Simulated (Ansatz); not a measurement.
# ZnIn2 (built on the sites of a database entry of MgB2): the cell at rest

Aim: bring ZnIn2 (built on the sites of a database entry of MgB2) to small forces and stress, as phonons need.

Calculated with Ansatz 0.2.0; DFT PBEsol, scalar-relativistic, plane waves, norm-conserving pseudopotentials.

Report form: the programs' logs are mostly left out.

The structure was built from a prototype and need not be the compound's stable phase.

**1. The starting structure**

Symmetry: P6/mmm, No. 191, hexagonal system. Conventional cell: a = 3.656 Å, b = 3.656 Å, c = 4.175 Å, α = 90.00°, β = 90.00°, γ = 120.00°. Nearest to Zn lie 12 In at 2.97 Å. Nearest to In lie 3 In at 2.11 Å and 6 Zn at 2.97 Å. Farther neighbours are not listed.

Coordinates:

```cif
data_structure
_symmetry_space_group_name_H-M 'P 1'
_symmetry_Int_Tables_number 1
_cell_length_a 3.6563
_cell_length_b 3.6563
_cell_length_c 4.1754
_cell_angle_alpha 90.000
_cell_angle_beta 90.000
_cell_angle_gamma 120.000
_cell_volume 48.34
loop_
_atom_site_label
_atom_site_type_symbol
_atom_site_fract_x
_atom_site_fract_y
_atom_site_fract_z
_atom_site_occupancy
Zn1 Zn 0.00000 0.00000 0.00000 1
In2 In 0.33333 0.66667 0.50000 1
In3 In 0.66667 0.33333 0.50000 1
```

**2. A coarse first look**

First a cheap look: the gap decides the mesh and the occupations, the pressure tells how far the cell has to move.

Input file input.yaml:

```yaml
crystal:
  lattice:
    - [3.65627, 0.0, 0.0]
    - [-1.82814, 3.16642, 0.0]
    - [0.0, 0.0, 4.17538]
  atoms:
    - { symbol: Zn, position: [0.0, 0.0, 0.0] }
    - { symbol: In, position: [0.3333333333, 0.6666666667, 0.5] }
    - { symbol: In, position: [0.6666666667, 0.3333333333, 0.5] }
kpoints:
  mp_grid: { grid: [6, 6, 4] }
hamiltonian:
  xc: pbesol
  pseudopotentials: { kind: nc }
scf:
  occupations: { method: gaussian, width: 0.1 }
output:
  forces: true
  stress: true
  eigenvalues: true
```

Command:

```
> ansatz run input.yaml --threads 8 --pin off --max-ram 14336MiB --backend cpu --events-out ev --progress --plain --runs-dir out
```

Elapsed: 0.73 s, on 8 threads of Arm Neoverse V2, shared host; peak memory 0.53 GiB.

This step gave:

* pressure: 103.9 GPa
* volume per atom: 16.11 Å³
* gap on the k-mesh: 0 eV

The coarse mesh shows no gap and a pressure of 103.9 GPa.

**3. Coarse relaxation**

The start is far from rest, so a relaxation with loose tolerances brings it close first.

input.yaml: that of step 2 with these lines changed.

```diff
@@ -10,3 +10,3 @@
 kpoints:
-  mp_grid: { grid: [6, 6, 4] }
+  mp_grid: { grid: [6, 6, 6] }
 hamiltonian:
@@ -20 +20,6 @@
   eigenvalues: true
+relax:
+  adjacent_minimum: "off"
+  f_tol: 0.05
+  max_steps: 80
+  cell: { stress_tol: 0.5 }
```

It took 19 s on 8 threads; peak memory 0.73 GiB; 2.3 min of CPU time.

The steps of the relaxation:

| step | energy less that of the first step (eV) | largest force component (eV/Å) | pressure (GPa) | volume (Å³) |
| --- | --- | --- | --- | --- |
| 1 | 0.0000 | 0.0000 | 104.19 | 48.34 |
| 2 | -3.6825 | 0.0000 | 63.48 | 53.20 |
| 3 | -6.0124 | 0.0000 | 36.20 | 58.25 |
| 4 | -7.3936 | 0.0000 | 17.49 | 62.52 |
| 5 | -7.9555 | 0.0000 | 0.54 | 64.79 |
| 6 | -8.0303 | 0.0000 | -0.94 | 62.43 |
| 7 | -8.0332 | 0.0000 | -0.43 | 62.05 |
| 8 | -8.0354 | 0.0000 | -0.21 | 61.51 |
| 9* | -8.5981 | 0.0000 | 14.46 | 61.51 |
| 10 | -8.9928 | 0.0000 | 7.75 | 65.25 |
| 11 | -9.2302 | 0.0000 | 1.84 | 69.66 |
| 12 | -9.3821 | 0.0000 | -0.74 | 69.94 |
| 13 | -9.4495 | 0.0000 | -0.29 | 67.56 |
| 14 | -9.4485 | 0.0000 | 0.92 | 66.62 |
| 15 | -9.4513 | 0.0000 | -0.19 | 67.67 |
| 16* | -9.4886 | 0.0000 | 1.14 | 67.67 |
| 17 | -9.4974 | 0.0000 | 0.39 | 68.71 |
| 18 | -9.4987 | 0.0000 | 0.03 | 69.25 |
| 19* | -9.4988 | 0.0000 | 0.03 | 69.25 |

Relaxation steps marked * repeat the geometry before them on a plane-wave basis chosen anew for their cell, so energy and pressure can jump there. Relaxation step 14 was tried and not accepted.

Forces are held to the 24 operations that the run works with; a distortion that breaks them can't arise in this run.

| cell as run | before | after | change |
| --- | --- | --- | --- |
| a (Å) | 3.656 | 5.009 | +37.0 % |
| b (Å) | 3.656 | 5.009 | +37.0 % |
| c (Å) | 4.175 | 3.187 | -23.7 % |
| volume (Å³/atom) | 16.11 | 23.08 | +43.3 % |

Final coordinates:

```
Zn In
1.0
     5.00898    0.00000    0.00000
    -2.50449    4.33790    0.00000
     0.00000    0.00000    3.18714
Zn In
1 2
Direct
  0.00000 0.00000 0.00000
  0.33333 0.66667 0.50000
  0.66667 0.33333 0.50000
```

This step gave:

```
pressure        : 0.03078 GPa
volume per atom : 23.08 Å³
```

In this step the volume went from 16.11 to 23.08 Å³/atom.

**4. Bringing the structure to rest**

The cell and atoms are relaxed, since residual forces and stress would shift the frequencies.

Input file input.yaml:

```yaml
crystal:
  lattice:
    - [5.0089784404, 3.9548e-06, 0.0]
    - [-2.5044926451, 4.337900599, 0.0]
    - [0.0, 0.0, 3.1871398377]
  atoms:
    - { symbol: Zn, position: [0.0, 0.0, 0.0] }
    - { symbol: In, position: [0.3333333333, 0.6666666667, 0.5] }
    - { symbol: In, position: [0.6666666667, 0.3333333333, 0.5] }
kpoints:
  mp_grid: { grid: [12, 12, 14] }
hamiltonian:
  xc: pbesol
  pseudopotentials: { kind: nc }
scf:
  occupations: { method: gaussian, width: 0.1 }
output:
  forces: true
  stress: true
  eigenvalues: true
  write_density: true
  write_potential: true
  elf: true
  volumetric_format: npy
relax:
  adjacent_minimum: "off"
  f_tol: 0.005
  max_steps: 80
  cell: { stress_tol: 0.05 }
```

The job ended after 44 s (8 threads; peak memory 1.3 GiB; 5.7 min of CPU time).

Relaxation path:

| step | energy less that of the first step (eV) | largest force component (eV/Å) | pressure (GPa) | volume (Å³) |
| --- | --- | --- | --- | --- |
| 1 | 0.0000 | 0.0000 | 0.03 | 69.25 |
| 2 | -0.0288 | 0.0000 | -0.05 | 68.96 |
| 3 | -0.0465 | 0.0000 | 0.66 | 67.78 |
| 4 | -0.0484 | 0.0000 | -0.23 | 69.04 |
| 5 | -0.0486 | 0.0000 | 0.02 | 68.65 |
| 6 | -0.0487 | 0.0000 | 0.00 | 68.69 |
| 7* | -0.0489 | 0.0000 | 0.02 | 68.69 |

Relaxation steps marked * repeat the geometry before them on a plane-wave basis chosen anew for their cell, so energy and pressure can jump there.

Forces are held to the 24 operations that the run works with; a distortion that breaks them can't arise in this run.

| conventional cell, symmetrised | before | after | change |
| --- | --- | --- | --- |
| a (Å) | 5.009 | 5.163 | +3.1 % |
| b (Å) | 5.009 | 5.163 | +3.1 % |
| c (Å) | 3.187 | 2.976 | -6.6 % |
| volume (Å³/atom) | 23.08 | 22.90 | -0.8 % |

The relaxed structure:

```xyz
3
Lattice="5.1626 0.0000 0.0000 -2.5813 4.4709 0.0000 0.0000 0.0000 2.9759" Properties=species:S:1:pos:R:3 pbc="T T T"
Zn    0.0000    0.0000    0.0000
In    0.0000    2.9806    1.4879
In    2.5813    1.4903    1.4879
```

Numbers from this step:

| Item | Value |
| --- | --- |
| pressure | 0.02080 GPa |
| volume per atom | 22.90 Å³ |

Valence density in the ab plane at fractional z = 0.500, with atoms of In within 0.2 Å of it. It is the smooth field of the valence electrons, not physical close to the nuclei.

Values in e/Å³, 14 rows by 14 columns, each cell a mean:
```
0.1 0.1 0.1 0.1 0.1 0.2 0.3 0.3 0.2 0.1 0.1 0.1 0.1 0.1
0.1 0.1 0.1 0.2 0.3 0.6 0.8 0.5 0.2 0.1 0.1 0.1 0.1 0.1
0.1 0.1 0.2 0.5 1.8 3.7 3.2 1.0 0.3 0.1 0.1 0.1 0.1 0.1
0.1 0.1 0.4 2.2 5.1 5.3 5.5 1.1 0.3 0.1 0.1 0.1 0.1 0.1
0.1 0.2 1.1 4.9 3.2 3.9 4.2 0.6 0.2 0.1 0.1 0.1 0.1 0.1
0.2 0.4 1.7 5.6 5.8 4.8 1.3 0.3 0.2 0.2 0.3 0.3 0.2 0.2
0.2 0.4 1.1 2.5 2.5 1.0 0.3 0.2 0.3 0.6 1.1 1.0 0.5 0.3
0.2 0.3 0.4 0.5 0.4 0.2 0.2 0.3 1.3 4.2 5.5 3.2 0.8 0.3
0.1 0.2 0.2 0.2 0.2 0.1 0.2 1.0 4.8 3.9 5.3 3.7 0.6 0.2
0.1 0.1 0.1 0.1 0.1 0.2 0.4 2.5 5.8 3.2 5.1 1.8 0.3 0.1
0.1 0.1 0.1 0.1 0.1 0.2 0.5 2.5 5.6 4.9 2.2 0.5 0.2 0.1
0.1 0.1 0.1 0.1 0.1 0.2 0.4 1.1 1.7 1.1 0.4 0.2 0.1 0.1
0.1 0.1 0.1 0.1 0.1 0.2 0.3 0.4 0.4 0.2 0.1 0.1 0.1 0.1
0.1 0.1 0.1 0.1 0.1 0.1 0.2 0.2 0.2 0.1 0.1 0.1 0.1 0.1
```
Columns run along a (5.2 Å), rows up along b (5.2 Å). Atoms in or near the plane, at fractional coordinates: In at (0.33, 0.67), In at (0.67, 0.33).

Electrostatic potential energy in the ab plane at fractional z = 0.500, with atoms of In within 0.2 Å of it. With pseudopotentials it is smooth inside the atoms' cores, unlike the true potential.

Values in eV, 14 rows by 14 columns, each cell a mean:
```
 12  13  14  13  12   9   7   8  10  12  13  13  13  12
 13  13  13  10   5  -3  -6   0   7  12  13  13  13  13
 14  13  10   1 -19 -40 -35 -10   5  11  13  14  13  13
 13  11   3 -24 -69 -91 -58 -12   6  12  13  13  13  13
 12   8 -10 -58 -98 -95 -45  -3   9  12  12  11  12  12
 10   4 -19 -62 -82 -55 -13   6  10   9   6   5   7  10
  9   4 -12 -29 -28  -9   5   9   6  -3 -12 -10   0   8
 10   7   2   0   3   8  10   5 -13 -45 -58 -35  -6   7
 12  11  10  10  11  11   8  -9 -55 -95 -91 -40  -3   9
 13  13  13  13  13  11   3 -28 -82 -98 -69 -19   5  12
 14  14  14  14  13  10   0 -29 -62 -58 -24   1  10  13
 13  13  13  14  13  10   2 -12 -19 -10   3  10  13  14
 13  13  13  14  13  11   7   4   4   8  11  13  13  13
 12  13  13  14  13  12  10   9  10  12  13  14  13  12
```
Columns run along a (5.2 Å; values clipped at the 3rd and 97th percentile), rows up along b (5.2 Å). Atoms in or near the plane, at fractional coordinates: In at (0.33, 0.67), In at (0.67, 0.33).

ELF in the ab plane at fractional z = 0.500, with atoms of In within 0.2 Å of it. It is the smooth field of the valence electrons, not physical close to the nuclei.

Ten even steps from '_' (0.05) to '@' (0.39), each cell a mean:
```
****++++********##**++++****
**++++++++++**++++++++++****
++++++++##@@@@**++++++++++++
++**++%%**--@@##++**++++++++
##****%%__..@@++******++++**
##++##@@==%%##**##**++++++##
##++**@@@@****##**++##**++**
##**++++++**##**##@@@@@@****
##**++++**##****%%..--@@++**
++++++++++**++@@==__**##++**
++++++==++++++@@@@%%%%++++++
++**++++++++++**##**++++++++
******++++****++++****++++**
****++++++##########++++****
```
Columns run along a (5.2 Å), rows up along b (5.2 Å). Atoms in or near the plane, at fractional coordinates: In at (0.33, 0.67), In at (0.67, 0.33).

In this step the volume went from 23.08 to 22.90 Å³/atom.

**5. Relaxing to small forces for the phonons**

Phonons need a cell at rest on their own settings, so the relaxation is repeated with tight tolerances on forces and stress on the k mesh and occupations of the first response run.

Input file input.yaml:

```yaml
crystal:
  lattice:
    - [5.1625690595, 4.076e-06, 0.0]
    - [-2.5812880597, 4.4709139163, 0.0]
    - [0.0, 0.0, 2.9758832983]
  atoms:
    - { symbol: Zn, position: [0.0, 0.0, 0.0] }
    - { symbol: In, position: [0.3333333333, 0.6666666667, 0.5] }
    - { symbol: In, position: [0.6666666667, 0.3333333333, 0.5] }
kpoints:
  mp_grid: { grid: [12, 12, 16] }
hamiltonian:
  xc: pbesol
  pseudopotentials: { kind: nc }
scf:
  occupations: { method: methfessel_paxton, width: 0.2 }
output:
  forces: true
  stress: true
  eigenvalues: true
relax:
  adjacent_minimum: "off"
  f_tol: 0.001
  max_steps: 60
  cell: { stress_tol: 0.01 }
```

Run time: 28 s. Hardware: 8 threads; peak memory 1.3 GiB; 3.7 min of CPU time.

Step by step:

| step | energy less that of the first step (eV) | largest force component (eV/Å) | pressure (GPa) | volume (Å³) |
| --- | --- | --- | --- | --- |
| 1 | 0.0000 | 0.0000 | 0.00 | 68.69 |
| 2 | -0.0004 | 0.0000 | 0.00 | 68.67 |
| 3 | -0.0005 | 0.0000 | 0.00 | 68.67 |
| 4* | -0.0005 | 0.0000 | 0.00 | 68.67 |

Relaxation steps marked * repeat the geometry before them on a plane-wave basis chosen anew for their cell, so energy and pressure can jump there.

Forces are held to the 24 operations that the run works with; a distortion that breaks them can't arise in this run.

| conventional cell, symmetrised | before | after | change |
| --- | --- | --- | --- |
| a (Å) | 5.163 | 5.149 | -0.3 % |
| b (Å) | 5.163 | 5.149 | -0.3 % |
| c (Å) | 2.976 | 2.990 | +0.5 % |
| volume (Å³/atom) | 22.90 | 22.89 | -0.0 % |

Final coordinates:

```xyz
3
Lattice="5.1495 0.0000 0.0000 -2.5747 4.4596 0.0000 0.0000 0.0000 2.9900" Properties=species:S:1:pos:R:3 pbc="T T T"
Zn    0.0000    0.0000    0.0000
In    0.0000    2.9731    1.4950
In    2.5747    1.4865    1.4950
```

This step gave:

| Property | Result |
| --- | --- |
| pressure | 0.002182 GPa |
| volume per atom | 22.89 Å³ |

The forces vanish by symmetry and the pressure is 0.002 GPa, within the tolerances set. The cell now holds 22.89 Å³/atom.

**6. What came out**

- space group after relaxation (within 0.01 Å): P6/mmm
- lattice constant a: 5.149 Å
- lattice constant b: 5.149 Å
- lattice constant c: 2.990 Å
- volume per atom: 22.9 Å³

The forces vanish by symmetry and the pressure is 0.002 GPa, within the tolerances set. The cell now holds 22.89 Å³/atom. The relaxation keeps the symmetry of its start, so it says nothing on stability against lower symmetry. The starting cell was built on a prototype and not taken from a measurement, so the phase need not exist.

[Logs are printed without paths, hosts, clocks, repeated set-up lines and the standing remarks that a program may print on its own settings, such as how far it seeks lower states.]

[Hosts, paths, dates, database ids (printed as entryN), source tags and the programs' standing remarks are cut or masked in the printed files.]
